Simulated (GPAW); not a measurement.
# CdS (Greenockite): optical spectrum from first principles, part 2 of 2

Wanted: where CdS (Greenockite) starts to absorb, how strongly, and its refractive index. The cell comes from an older database entry, whose edges can differ from later determinations, mostly by under a per cent.

GPAW 26.7.0; DFT, PBE, plane-wave PAW (GPAW data sets), scalar-relativistic, RPA, optical limit.

So far. Step 2 (Ground state): There is a gap, 1.18 eV on this mesh (points off the mesh can give less), so no carriers' term is needed.

The database entry behind the starting cell differs from later determinations by our own check (about 0.35 % long), so it need not match the best structure at ambient conditions.

## (4) Dielectric function, RPA

Local fields let the induced charge screen the field inside the cell, which as a rule lowers ε, most along directions where the density is uneven.

This step: DFT, PBE, plane-wave PAW (GPAW data sets), scalar-relativistic, RPA, optical limit (GPAW 26.7.0).

df.py

```python
from gpaw.response.df import DielectricFunction

df = DielectricFunction('full.gpw', frequencies={'type': 'nonlinear', 'domega0': 0.03, 'omega2': 8},
                        ecut=60,
                        eta=0.1,
                        nbands=66,
                        txt='df.txt')
for direction in ['x', 'z']:
    df.get_dielectric_function(xc='RPA', direction=direction, filename=f'df_{direction}.csv')
```

Run with:

```sh
> OMP_NUM_THREADS=1 python df.py
```

Numbers of over 12 decimals in the logs are rounded to 6 here.

Output:

```text
Using integrator: PointIntegrator
NonLinearFrequencyDescriptor(from 0.000 to 46.548 eV, 456 points)
Nonperiodic BCs:  [False False False]
Using integrator: PointIntegrator
NonLinearFrequencyDescriptor(from 0.000 to 46.548 eV, 456 points)
Nonperiodic BCs:  [False False False]

Calculating chi0 body with:
    Ground state adapter containing:
    Number of spins: 1
    Number of kpoints: 405
    Number of irreducible kpoints: 50
    Number of completely occupied states: 18
    Number of partially occupied states: 18

    Linear response parametrization:
    q_c: [0.0, 0.0, 0.0]
    Number of frequency points: 456
    Planewave cutoff: 60.0
    Number of bands: 66
    Number of planewaves: 111
    Broadening (eta): 0.1

Integrating chi0 body.

Symmetries of q_c:
    Direct symmetries (Uq -> q): 6
    Indirect symmetries (TUq -> q): 6
In total 12 allowed symmetries.

50 groups of equivalent kpoints. 87.654321% reduction.

Integral kind: spectral function

Calculating chi0 optical extensions with:
    Ground state adapter containing:
    Number of spins: 1
    Number of kpoints: 405
    Number of irreducible kpoints: 50
    Number of completely occupied states: 18
    Number of partially occupied states: 18

    Linear response parametrization:
    Number of frequency points: 456
    Planewave cutoff: 60.0
    Number of bands: 66
    Number of planewaves: 111
    Broadening (eta): 0.1
Integrating chi0 head and wings.

Symmetries of q_c:
    Direct symmetries (Uq -> q): 6
    Indirect symmetries (TUq -> q): 6
In total 12 allowed symmetries.

50 groups of equivalent kpoints. 87.654321% reduction.

Integral kind: spectral function wings
```

Elapsed: 43 s, on 1 thread of Arm Neoverse V1, shared host; peak memory 0.51 GiB.

Numbers from this step:

```
electronic dielectric constant ε∞, mean over x, y and z (by symmetry where fewer were run) : 5.798
```

Some rows of df_x.csv (energy; Re and Im without local fields; Re and Im with them):

```text
0.000000, 6.423006, 0.000000, 5.768250, 0.000000
0.555532, 6.602853, 0.077062, 5.942094, 0.074954
1.143969, 7.202854, 1.830314, 6.528876, 1.839767
1.768324, 7.791080, 1.053052, 7.040573, 1.026964
2.431988, 7.298441, 2.616838, 6.509006, 2.534084
3.138794, 7.930096, 2.271419, 6.899599, 2.107575
3.893091, 9.904862, 4.237040, 8.445420, 3.553741
4.699832, 6.058425, 6.088113, 4.885213, 5.385241
5.564682, 5.157301, 6.583464, 3.751396, 5.158014
6.494155, 2.450097, 8.527255, 2.130033, 5.556827
7.495775, -0.147683, 6.971465, 1.044664, 4.496283
8.578281, -1.912852, 3.273938, -1.070755, 3.154339
9.751884, -0.952477, 2.226323, -0.372204, 2.027651
11.028587, -0.802560, 1.753962, -0.212978, 1.615162
12.422601, -0.347630, 0.989498, -0.131224, 1.073935
13.950874, -0.030009, 0.983168, 0.202507, 0.908877
15.633783, 0.086422, 0.571476, 0.230166, 0.531575
17.496047, 0.193762, 0.509686, 0.431798, 0.514202
19.567954, 0.316487, 0.428242, 0.473369, 0.479740
```

The Im ε has structure finer than the step of the table below, so its rows give means over 1 eV, whole bins alone (the curve runs from 0 to 21.9 eV). Peaks (eV: height): E ∥ x 1.9: 2.92, 3.4: 4.05, 4.2: 6.78, 5.2: 6.41, 5.7: 5.95, 6.5: 5.56, 7.9: 5.67; E ∥ z 1.2: 2.06, 2.0: 3.84, 3.2: 3.54, 4.1: 6.46, 4.7: 9.97, 6.9: 6.05, 8.0: 6.43.

Sum at mesh points, not converged in k; values under the direct gap are tails of Lorentzian lines. Im ε against photon energy; means over each step:

| photon energy (eV) | E ∥ x | E ∥ z |
| --- | --- | --- |
| 1 | 0.617 | 0.630 |
| 2 | 1.42 | 1.40 |
| 3 | 2.31 | 2.38 |
| 4 | 4.27 | 3.82 |
| 5 | 5.23 | 6.70 |
| 6 | 4.85 | 4.23 |
| 7 | 4.79 | 4.90 |
| 8 | 4.72 | 4.90 |
| 9 | 2.86 | 2.76 |
| 10 | 1.98 | 2.03 |
| 11 | 1.54 | 1.55 |
| 12 | 1.20 | 1.04 |
| 13 | 0.942 | 0.961 |
| 14 | 0.871 | 1.01 |
| 15 | 0.735 | 0.809 |
| 16 | 0.579 | 0.575 |
| 17 | 0.531 | 0.470 |
| 18 | 0.496 | 0.435 |
| 19 | 0.480 | 0.467 |
| 20 | 0.431 | 0.438 |
| 21 | 0.408 | 0.402 |

The reflectivity at normal incidence has structure finer than the step of the table below, so its rows give means over 0.5 eV, whole bins alone (the curve runs from 0 to 21.9 eV). Peaks (eV: height): E ∥ x 4.11: 29.3, 5.22: 29.1, 5.66: 27.8, 6.82: 28.8, 8.45: 36.7, 8.89: 35.5, 10.24: 32.3; E ∥ z 1.95: 23.7, 4.02: 30.0, 4.70: 36.4, 7.04: 30.7, 8.21: 40.5, 10.59: 33.4, 11.71: 30.0.

Sum at mesh points, not converged in k. Table of reflectivity at normal incidence by photon energy; means over each step:

| photon energy (eV) | E ∥ x (%) | E ∥ z (%) |
| --- | --- | --- |
| 0.5 | 17.4 | 17.7 |
| 1.0 | 19.0 | 19.5 |
| 1.5 | 17.5 | 17.8 |
| 2.0 | 18.7 | 19.4 |
| 2.5 | 18.9 | 19.0 |
| 3.0 | 20.4 | 21.0 |
| 3.5 | 20.8 | 19.5 |
| 4.0 | 26.7 | 26.1 |
| 4.5 | 24.0 | 31.1 |
| 5.0 | 26.9 | 31.6 |
| 5.5 | 23.5 | 22.9 |
| 6.0 | 21.7 | 21.5 |
| 6.5 | 26.5 | 21.9 |
| 7.0 | 26.1 | 29.2 |
| 7.5 | 24.4 | 22.9 |
| 8.0 | 31.7 | 32.9 |
| 8.5 | 34.5 | 36.9 |
| 9.0 | 32.4 | 35.4 |
| 9.5 | 30.8 | 30.8 |
| 10.0 | 28.2 | 25.2 |
| 10.5 | 27.8 | 30.2 |
| 11.0 | 21.7 | 22.6 |
| 11.5 | 24.1 | 28.8 |
| 12.0 | 23.5 | 23.8 |
| 12.5 | 19.9 | 16.9 |
| 13.0 | 19.3 | 15.9 |
| 13.5 | 15.1 | 13.3 |
| 14.0 | 12.3 | 11.0 |
| 14.5 | 14.1 | 17.1 |
| 15.0 | 14.9 | 17.3 |
| 15.5 | 12.4 | 15.9 |
| 16.0 | 8.63 | 12.2 |
| 16.5 | 8.65 | 11.1 |
| 17.0 | 7.44 | 7.95 |
| 17.5 | 6.15 | 6.65 |
| 18.0 | 6.35 | 5.91 |
| 18.5 | 4.96 | 4.49 |
| 19.0 | 4.63 | 3.83 |
| 19.5 | 4.96 | 5.04 |
| 20.0 | 4.59 | 4.70 |
| 20.5 | 3.88 | 3.98 |
| 21.0 | 3.74 | 4.35 |
| 21.5 | 3.75 | 3.70 |

The loss function −Im 1/ε at q → 0 has structure finer than the step of the table below, so its rows give means over 1 eV, whole bins alone (the curve runs from 0 to 21.9 eV). Peaks (eV: height): E ∥ x 13.4: 1.26, 15.5: 1.64; E ∥ z 13.4: 1.22, 16.6: 1.74, 19.9: 1.11.

Sum at mesh points, not converged in k; values under the direct gap are tails of Lorentzian lines. Table of loss function −Im 1/ε at q → 0 by energy loss; means over each step:

| energy loss (eV) | E ∥ x | E ∥ z |
| --- | --- | --- |
| 1 | 0.0169 | 0.0164 |
| 2 | 0.0348 | 0.0356 |
| 3 | 0.0515 | 0.0532 |
| 4 | 0.0766 | 0.0546 |
| 5 | 0.131 | 0.139 |
| 6 | 0.159 | 0.188 |
| 7 | 0.199 | 0.189 |
| 8 | 0.204 | 0.191 |
| 9 | 0.321 | 0.320 |
| 10 | 0.459 | 0.461 |
| 11 | 0.629 | 0.597 |
| 12 | 0.804 | 0.910 |
| 13 | 1.07 | 1.04 |
| 14 | 1.11 | 0.935 |
| 15 | 1.35 | 1.26 |
| 16 | 1.38 | 1.59 |
| 17 | 1.29 | 1.47 |
| 18 | 1.16 | 1.19 |
| 19 | 1.02 | 0.940 |
| 20 | 1.02 | 1.03 |
| 21 | 0.919 | 0.979 |

The Im ε, E ∥ x has structure finer than the step of the table below, so its rows give means over 0.5 eV, whole bins alone (the curve runs from 0 to 21.9 eV). Peaks (eV: height): without local fields 1.91: 2.95, 3.38: 4.27, 4.11: 7.41, 5.17: 7.28, 5.61: 7.30, 6.49: 8.53, 7.79: 7.80; with local fields 1.91: 2.92, 3.38: 4.05, 4.16: 6.78, 5.17: 6.41, 5.66: 5.95, 6.49: 5.56, 7.91: 5.67.

Sum at mesh points, not converged in k; values under the direct gap are tails of Lorentzian lines. Im ε, E ∥ x against photon energy; means over each step:

| photon energy (eV) | without local fields | with local fields |
| --- | --- | --- |
| 0.5 | 0.0718 | 0.0699 |
| 1.0 | 0.839 | 0.841 |
| 1.5 | 0.622 | 0.616 |
| 2.0 | 1.65 | 1.64 |
| 2.5 | 1.83 | 1.80 |
| 3.0 | 2.07 | 1.95 |
| 3.5 | 3.18 | 3.00 |
| 4.0 | 5.43 | 4.82 |
| 4.5 | 5.46 | 4.98 |
| 5.0 | 6.72 | 5.90 |
| 5.5 | 5.73 | 4.76 |
| 6.0 | 5.92 | 4.36 |
| 6.5 | 8.27 | 5.45 |
| 7.0 | 6.90 | 4.66 |
| 7.5 | 6.85 | 4.37 |
| 8.0 | 6.13 | 5.18 |
| 8.5 | 3.68 | 3.71 |
| 9.0 | 2.85 | 2.84 |
| 9.5 | 2.26 | 2.27 |
| 10.0 | 2.10 | 2.11 |
| 10.5 | 1.58 | 1.54 |
| 11.0 | 1.75 | 1.59 |
| 11.5 | 1.37 | 1.47 |
| 12.0 | 1.02 | 1.18 |
| 12.5 | 1.01 | 1.07 |
| 13.0 | 0.940 | 0.946 |
| 13.5 | 0.840 | 0.802 |
| 14.0 | 0.971 | 0.893 |
| 14.5 | 0.870 | 0.878 |
| 15.0 | 0.698 | 0.734 |
| 15.5 | 0.599 | 0.586 |
| 16.0 | 0.651 | 0.584 |
| 16.5 | 0.497 | 0.587 |
| 17.0 | 0.458 | 0.522 |
| 17.5 | 0.484 | 0.513 |
| 18.0 | 0.370 | 0.503 |
| 18.5 | 0.338 | 0.462 |
| 19.0 | 0.436 | 0.481 |
| 19.5 | 0.428 | 0.477 |
| 20.0 | 0.349 | 0.422 |
| 20.5 | 0.320 | 0.411 |
| 21.0 | 0.286 | 0.409 |
| 21.5 | 0.291 | 0.388 |

From ε follow the optical constants at some laser and lamp lines:

| wavelength (nm) | n x | k x | R (%) x | 1/α x | n z | k z | R (%) z | 1/α z |
| --- | --- | --- | --- | --- | --- | --- | --- | --- |
| 1550 | 2.49 | 0.035 | 18.3 | 3.5 µm | 2.51 | 0.031 | 18.4 | 3.9 µm |
| 1064 | 2.52 | 0.391 | 19.6 | 216 nm | 2.64 | 0.310 | 20.9 | 272 nm |
| 633 | 2.40 | 0.572 | 19.2 | 88 nm | 2.68 | 0.672 | 23.4 | 75 nm |
| 450 | 2.48 | 0.262 | 18.6 | 137 nm | 2.55 | 0.310 | 19.7 | 116 nm |
| 405 | 2.59 | 0.369 | 20.5 | 87 nm | 2.66 | 0.361 | 21.4 | 89 nm |
| 308 | 2.89 | 0.989 | 28.2 | 25 nm | 3.04 | 1.017 | 30.0 | 24 nm |
| 193 | 2.04 | 1.342 | 26.1 | 11 nm | 1.95 | 1.097 | 21.3 | 14 nm |

Below the direct gap, k and the depth come from the tails of the Lorentzian lines, not from transitions.

Rows near the edge hang on the gap, which this functional as a rule makes too small, and phonon-assisted absorption is left out.

## (5) What came out

```yaml
electronic_dielectric_constant_eps_infinity_mean_over_x_y_and_z_by_symmetry_where_fewer_were_run_rpa: 5.80
```

In words: At this level (PBE, RPA) CdS has a mean ε∞ = 5.80 and n = 2.49 at 1550 nm (E ∥ x). On the mesh the gap is 1.18 eV and the least direct gap 1.18 eV. Local fields change the static value along x from 6.42 to 5.77 (-10 %). The static values by axis are 5.77 (x), 5.86 (z). Excitons and phonon-assisted transitions are missing; PBE gaps are as a rule too small, which pulls the onset down and ε∞ up. In this version of GPAW the matrix elements of the optical limit are incomplete, which can lower ε − 1 by up to a tenth where first-row anions or d states rule, and shift it by more in d metals. The sum runs over mesh points 0.19 Å⁻¹ apart with no interpolation, so peaks are partly noise of the mesh; over so small a direct gap single mesh points weigh heavily, so ε∞, n and their changes from run to run can be far off.

[Machine, clock and banner lines and Python warnings are left out of the logs.]

[Logs are printed without paths, hosts, clocks, repeated set-up lines and the standing remarks that a program may print on its own settings, such as how far it seeks lower states.]

[Hosts, paths, dates, database ids (printed as entryN), source tags and the programs' standing remarks are cut or masked in the printed files.]
